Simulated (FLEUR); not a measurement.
# free Ni(111) film, 1 layer: which magnetic order is lowest

Does free Ni(111) film, 1 layer prefer parallel or opposed moments?

Method: LDA (VWN); all-electron FLAPW film, Dirac cores, scalar-relativistic bands, in FLEUR MaX-R8.1.

This is a report of a sequence of runs, with most program output left out.

**1. Starting point**

The cell holds 1 atom: 1 Ni. Cell: a = 2.492 Å, b = 2.492 Å, c = 14.000 Å, α = 90.0°, β = 90.0°, γ = 120.0°. Layers at typed spacings, unrelaxed. Vacuum lies along c.

**2. Start 1: ferro +**

The parallel start comes first: it shows whether parallel moments hold.

inpgen writes inp.xml from crystal.txt; cutoffs, mixing, functional, smearing and local orbitals are then set in the file. The k list default-1 (kpts.xml, not shown) is a Γ-centred 18×18×1 mesh; where the ranks do not divide the number of points, some are split in two of half the weight.

Contents of inp.xml:

```
<?xml version="1.0" encoding="UTF-8" standalone="no"?>
<fleurInput fleurInputVersion="0.39">
   <comment>
      Ni
   </comment>
   <calculationSetup>
      <cutoffs Kmax="3.66" Gmax="11.0" GmaxXC="11.0" numbands="0"/>
      <scfLoop itmax="120" minDistance="0.00002" maxIterBroyd="15" imix="Anderson" alpha="0.03" precondParam="0.0" spinf="2.0" sdNocoIR="T"/>
      <coreElectrons ctail="T" frcor="F" kcrel="1" coretail_lmax="0"/>
      <xcFunctional name="vwn" relativisticCorrections="F"/>
      <magnetism jspins="2"/>
      <soc l_soc="F" theta="0.0" phi="0.0" spav="F"/>
      <expertModes spex="0" secvar="F"/>
      <geometryOptimization l_f="F" forcealpha="1.0" forcemix="BFGS" epsdisp="0.00001" epsforce="0.00001"/>
      <ldaU l_linMix="F" mixParam="0.05" spinf="1.0"/>
   </calculationSetup>
   <cell>
      <bzIntegration valenceElectrons="18.0" mode="hist" fermiSmearingEnergy="0.00183747">
         <kPointListSelection listName="default-1"/>
         <xi:include xmlns:xi="http://www.w3.org/2001/XInclude" href="kpts.xml"> </xi:include>
      </bzIntegration>
      <xi:include xmlns:xi="http://www.w3.org/2001/XInclude" href="sym.xml"> </xi:include>
      <filmLattice scale="1.0" dVac="5.28" dTilda="7.78">
         <bravaisMatrixFilm>
            <row-1>    4.7086300406703598     0.0000001262337051</row-1>
            <row-2>   -2.3543151296652853     4.0777931691130949</row-2>
         </bravaisMatrixFilm>
         <vacuumEnergyParameters vacuum="1" spinUp="-.25" spinDown="-.25"/>
      </filmLattice>
   </cell>
   <atomSpecies>
      <species name="Nickel (Ni1.000" element="Ni" atomicNumber="28">
         <mtSphere radius="2.24" gridPoints="741" logIncrement="0.016"/>
         <atomicCutoffs lmax="8" lnonsphr="6"/>
         <electronConfig flipSpins="F">
            <coreConfig>(1s1/2) (2s1/2) (2p1/2) (2p3/2)</coreConfig>
            <valenceConfig>(3s1/2) (3p1/2) (3p3/2) (4s1/2) (3d3/2) (3d5/2)</valenceConfig>
            <stateOccupation state="(3d3/2)" spinUp="1.6" spinDown="1.6"/>
            <stateOccupation state="(3d5/2)" spinUp="2.9" spinDown="1.9"/>
         </electronConfig>
         <energyParameters s="4" p="4" d="3" f="4"/>
         <lo type="SCLO" l="0" n="3" eDeriv="0"/>
         <lo type="SCLO" l="1" n="3" eDeriv="0"/>
      </species>
   </atomSpecies>
   <atomGroups>
      <atomGroup species="Nickel (Ni1.000">
         <filmPos label="                   1">.0000000000 .0000000000 .0000000000</filmPos>
         <force calculate="T" relaxXYZ="TTT"/>
      </atomGroup>
   </atomGroups>
   <output dos="F" band="F" slice="F">
      <bandDOS minEnergy="-.5*Htr" maxEnergy="0.5*Htr" sigma="0.015" storeEVData="T"/>
      <plotting iplot="0" polar="F">
         <plot TwoD="T" vec1="  1.0  0.0  0.0" vec2="  0.0  1.0  0.0" vec3="  0.0  0.0  1.0" zero="  0.0  0.0 -0.5" file="plot"/>
      </plotting>
      <moessbauerParams electricFieldGradient="F" isomerShift="T" coreHyperfine="T" valenceHyperfine="T"/>
   </output>
</fleurInput>
```

Contents of crystal.txt:

```
Ni
&input film=T cartesian=F /
2.49169971213  0.00000006680  0.00000000000
-1.24584991392  2.15787521590  0.00000000000
0.00000000000  0.00000000000  1.00000000000
1.8897261246
1.0 1.0 1.0

1
28 0.00000000000  0.00000000000  0.00000000000 : 1.000

&kpt div1=18 div2=18 div3=1 gamma=T /
```

Command:

```sh
OMP_NUM_THREADS=1 inpgen -f crystal.txt > inpgen.log  # inp.xml is then edited as shown
OMP_NUM_THREADS=1 mpirun -n 4 fleur_MPI > fleur.log
```

It took 9.9 s on 4 MPI ranks of Arm Neoverse V1, shared host; peak memory 0.17 GiB.

Read from the output:

* free energy: -41316.2358 eV
* program's band gap on this mesh (in a metal only a level spacing): 0.02368 eV
* magnetization: 0.7861 μB
* final state: ferromagnetic
* largest moment: 0.8389 μB

After 24 cycles the largest moment stands at 0.839 μB.

**3. Run 2 (antiferro q=(0,1/2,0) +-)**

Reversing part of the moments tests the sign of the couplings between them.

The cell is doubled to 2 atoms to hold this order. The mesh is halved along the doubled vector, so that both cells sample the same points. The k list default-1 (kpts.xml, not shown) is a Γ-centred 18×9×1 mesh.

Changes to inp.xml since step 2:

```diff
@@ -17,3 +17,3 @@
    <cell>
-      <bzIntegration valenceElectrons="18.0" mode="hist" fermiSmearingEnergy="0.00183747">
+      <bzIntegration valenceElectrons="36.0" mode="hist" fermiSmearingEnergy="0.00183747">
          <kPointListSelection listName="default-1"/>
@@ -24,4 +24,4 @@
          <bravaisMatrixFilm>
-            <row-1>    4.7086300406703598     0.0000001262337051</row-1>
-            <row-2>   -2.3543151296652853     4.0777931691130949</row-2>
+            <row-1>    4.7086305846658192     0.0000000000000000</row-1>
+            <row-2>   -4.7086305846658192     8.1555855222424505</row-2>
          </bravaisMatrixFilm>
@@ -44,2 +44,15 @@
       </species>
+      <species name="Nickel (Ni-1.000" element="Ni" atomicNumber="28">
+         <mtSphere radius="2.24" gridPoints="741" logIncrement="0.016"/>
+         <atomicCutoffs lmax="8" lnonsphr="6"/>
+         <electronConfig flipSpins="F">
+            <coreConfig>(1s1/2) (2s1/2) (2p1/2) (2p3/2)</coreConfig>
+            <valenceConfig>(3s1/2) (3p1/2) (3p3/2) (4s1/2) (3d3/2) (3d5/2)</valenceConfig>
+            <stateOccupation state="(3d3/2)" spinUp="1.6" spinDown="1.6"/>
+            <stateOccupation state="(3d5/2)" spinUp="1.9" spinDown="2.9"/>
+         </electronConfig>
+         <energyParameters s="4" p="4" d="3" f="4"/>
+         <lo type="SCLO" l="0" n="3" eDeriv="0"/>
+         <lo type="SCLO" l="1" n="3" eDeriv="0"/>
+      </species>
    </atomSpecies>
@@ -48,2 +61,6 @@
          <filmPos label="                   1">.0000000000 .0000000000 .0000000000</filmPos>
+         <force calculate="T" relaxXYZ="TTT"/>
+      </atomGroup>
+      <atomGroup species="Nickel (Ni-1.000">
+         <filmPos label="                   2">.0000000000 1.000/2.000 .0000000000</filmPos>
          <force calculate="T" relaxXYZ="TTT"/>
```

Contents of crystal.txt:

```
Ni
&input film=T cartesian=F /
2.49170000000  0.00000000000  0.00000000000
-2.49170000000  4.31575000000  0.00000000000
0.00000000000  0.00000000000  1.00000000000
1.8897261246
1.0 1.0 1.0

2
28 0.00000000000  0.00000000000  0.00000000000 : 1.000
28 0.00000000000  0.50000000000  0.00000000000 : -1.000

&kpt div1=18 div2=9 div3=1 gamma=T /
```

Wall time 61 s (4 MPI ranks); peak memory 0.37 GiB; 4.1 min of CPU time.

Numbers from this step:

```
free energy                                                       : -82632.3145 eV
program's band gap on this mesh (in a metal only a level spacing) : 0.004661 eV
magnetization                                                     : 0 μB
final state                                                       : antiferromagnetic
largest moment                                                    : 0.4803 μB
```

It lies 78.6 meV a seeded atom over the first start, and its largest moment is 0.480 μB against 0.839 μB.

**4. Run 3 (no spin polarisation)**

A spinless run gives the zero against which the gain from the moments is read.

The k list default-1 (kpts.xml, not shown) is a Γ-centred 18×18×1 mesh.

Contents of inp.xml:

```
<?xml version="1.0" encoding="UTF-8" standalone="no"?>
<fleurInput fleurInputVersion="0.39">
   <comment>
      Ni
   </comment>
   <calculationSetup>
      <cutoffs Kmax="3.66" Gmax="11.0" GmaxXC="11.0" numbands="0"/>
      <scfLoop itmax="120" minDistance="0.00002" maxIterBroyd="15" imix="Anderson" alpha="0.03" precondParam="0.0" spinf="2.0" sdNocoIR="T"/>
      <coreElectrons ctail="T" frcor="F" kcrel="1" coretail_lmax="0"/>
      <xcFunctional name="vwn" relativisticCorrections="F"/>
      <magnetism jspins="1"/>
      <soc l_soc="F" theta="0.0" phi="0.0" spav="F"/>
      <expertModes spex="0" secvar="F"/>
      <geometryOptimization l_f="F" forcealpha="1.0" forcemix="BFGS" epsdisp="0.00001" epsforce="0.00001"/>
      <ldaU l_linMix="F" mixParam="0.05" spinf="1.0"/>
   </calculationSetup>
   <cell>
      <bzIntegration valenceElectrons="18.0" mode="hist" fermiSmearingEnergy="0.00183747">
         <kPointListSelection listName="default-1"/>
         <xi:include xmlns:xi="http://www.w3.org/2001/XInclude" href="kpts.xml"> </xi:include>
      </bzIntegration>
      <xi:include xmlns:xi="http://www.w3.org/2001/XInclude" href="sym.xml"> </xi:include>
      <filmLattice scale="1.0" dVac="5.28" dTilda="7.78">
         <bravaisMatrixFilm>
            <row-1>    4.7086300406703598     0.0000001262337051</row-1>
            <row-2>   -2.3543151296652853     4.0777931691130949</row-2>
         </bravaisMatrixFilm>
         <vacuumEnergyParameters vacuum="1" spinUp="-.25" spinDown="-.25"/>
      </filmLattice>
   </cell>
   <atomSpecies>
      <species name="Nickel (Ni)" element="Ni" atomicNumber="28">
         <mtSphere radius="2.24" gridPoints="741" logIncrement="0.016"/>
         <atomicCutoffs lmax="8" lnonsphr="6"/>
         <electronConfig flipSpins="F">
            <coreConfig>(1s1/2) (2s1/2) (2p1/2) (2p3/2)</coreConfig>
            <valenceConfig>(3s1/2) (3p1/2) (3p3/2) (4s1/2) (3d3/2) (3d5/2)</valenceConfig>
            <stateOccupation state="(3d3/2)" spinUp="1.600000" spinDown="1.600000"/>
            <stateOccupation state="(3d5/2)" spinUp="2.400000" spinDown="2.400000"/>
         </electronConfig>
         <energyParameters s="4" p="4" d="3" f="4"/>
         <lo type="SCLO" l="0" n="3" eDeriv="0"/>
         <lo type="SCLO" l="1" n="3" eDeriv="0"/>
      </species>
   </atomSpecies>
   <atomGroups>
      <atomGroup species="Nickel (Ni)">
         <filmPos label="                   1">.0000000000 .0000000000 .0000000000</filmPos>
         <force calculate="T" relaxXYZ="TTT"/>
      </atomGroup>
   </atomGroups>
   <output dos="F" band="F" slice="F">
      <bandDOS minEnergy="-.5*Htr" maxEnergy="0.5*Htr" sigma="0.015" storeEVData="T"/>
      <plotting iplot="0" polar="F">
         <plot TwoD="T" vec1="  1.0  0.0  0.0" vec2="  0.0  1.0  0.0" vec3="  0.0  0.0  1.0" zero="  0.0  0.0 -0.5" file="plot"/>
      </plotting>
      <moessbauerParams electricFieldGradient="F" isomerShift="T" coreHyperfine="T" valenceHyperfine="T"/>
   </output>
</fleurInput>
```

Contents of crystal.txt:

```
Ni
&input film=T cartesian=F /
2.49169971213  0.00000006680  0.00000000000
-1.24584991392  2.15787521590  0.00000000000
0.00000000000  0.00000000000  1.00000000000
1.8897261246
1.0 1.0 1.0

1
28 0.00000000000  0.00000000000  0.00000000000

&kpt div1=18 div2=18 div3=1 gamma=T /
```

Run time: 5 s. Hardware: 4 MPI ranks; peak memory 0.15 GiB; 20 s of CPU time.

This step gave:

* free energy: -41316.1417 eV
* program's band gap on this mesh (in a metal only a level spacing): 0.004339 eV
* final state: non-magnetic (no spin polarisation)

It lies 94.1 meV a seeded atom over the first start.

**5. Ranking**

Free energies are divided by the number of seeded atoms, so that cells of unlike size compare. Wavevectors q in the names are fractions of the primitive cell's reciprocal vectors.

Orders:

```
                   start        final state  typed order kept  energy over the lowest (meV a seeded atom)  largest sphere moment (μB)  net moment (μB a primitive cell)  mesh matched  CPU time (s)
                 ferro +      ferromagnetic               yes                                           0                      0.8389                            0.7861           yes         39.23
antiferro q=(0,1/2,0) +-  antiferromagnetic               yes                                       78.58                      0.4803                                 0           yes         244.1
    no spin polarisation       non-magnetic                 -                                       94.11                           0                                 0           yes         19.83
```

**6. Spin–orbit coupling, moments along z**

Spin–orbit coupling ties the spins to the lattice and lets orbital moments form.

A new self-consistent run of the start ferro +, with the moments along z.

Changes to inp.xml since step 2:

```diff
@@ -6,3 +6,3 @@
    <calculationSetup>
-      <cutoffs Kmax="3.66" Gmax="11.0" GmaxXC="11.0" numbands="0"/>
+      <cutoffs Kmax="3.66" Gmax="11.0" GmaxXC="11.0" numbands="38"/>
       <scfLoop itmax="120" minDistance="0.00002" maxIterBroyd="15" imix="Anderson" alpha="0.03" precondParam="0.0" spinf="2.0" sdNocoIR="T"/>
@@ -11,3 +11,3 @@
       <magnetism jspins="2"/>
-      <soc l_soc="F" theta="0.0" phi="0.0" spav="F"/>
+      <soc l_soc="T" theta="0.0" phi="0.0" spav="F"/>
       <expertModes spex="0" secvar="F"/>
```

Changes to crystal.txt since step 2:

```diff
@@ -11,2 +11,3 @@
 
+&soc 0.0000000 0.0000000 /
 &kpt div1=18 div2=18 div3=1 gamma=T /
```

The job ended after 17 s (4 MPI ranks; peak memory 0.2 GiB; 66 s of CPU time).

This step gave:

```yaml
free_energy: -41316.2613 eV
program_s_band_gap_on_this_mesh_in_a_metal_only_a_level_spacing: 0 eV
magnetization: 0.7791 μB
final_state: ferromagnetic
largest_moment: 0.8309 μB
orbital_moment_along_the_spin: 0.07166 μB
```

Orbital moment in the sphere, along the spin axis by atom:

```
atom  orbital moment in the sphere, along the spin axis (μB)
 Ni1                                                  0.0717
```

Fields along z, the direction of positive moments; semicore shells count as valence. Hyperfine fields at the nuclei:

```
atom  core contact (T)  valence contact (T)  dipolar (T)  orbital (T)  sum (T)  density at the nucleus (e/bohr³)
 Ni1            -24.01                8.697       0.5935        6.205   -8.514                             19585
```

**7. Summary of results**

```yaml
lowest_state_found: ferromagnetic (typed ferro +)
largest_site_spin_moment: 0.839 μB
next_finished_state: antiferromagnetic, 78.6 meV a seeded atom higher
energy_gained_by_spin_polarisation: 94.1 meV a seeded atom
hyperfine_field_at_ni1_along_its_moment: -8.51 T
orbital_moment_on_the_atom_of_largest_spin_along_its_spin_spin_orbit_run: 0.0717 μB
```

In words: The lowest state found is ferromagnetic, reached from the start ferro +, with moments up to 0.839 μB. The next finished state costs 79 meV a seeded atom. At Ni1 the core shells give -24.0 T and the valence and semicore s states 8.70 T along the moment, -18.4 T per μB together; orbital and dipolar parts add 6.8 T. Semilocal functionals tend to give too weak a core polarisation. The orbital moment is parallel to the spin, as Hund's third rule has it for a shell over half filled. Only 3 starts were tried; other patterns of signs, canted and longer-period orders were not.

[Logs and program files are shortened in this print: banners, set-up blocks, solver, clock and traceback lines can be left out without a mark of their own.]

[Logs are printed without paths, hosts, clocks, repeated set-up lines and the standing remarks that a program may print on its own settings, such as how far it seeks lower states.]

[Hosts, paths, dates, database ids (printed as entryN), source tags and the programs' standing remarks are cut or masked in the printed files.]

[Where a cell is said to come from a database of computed structures, the database is the Materials Project.]
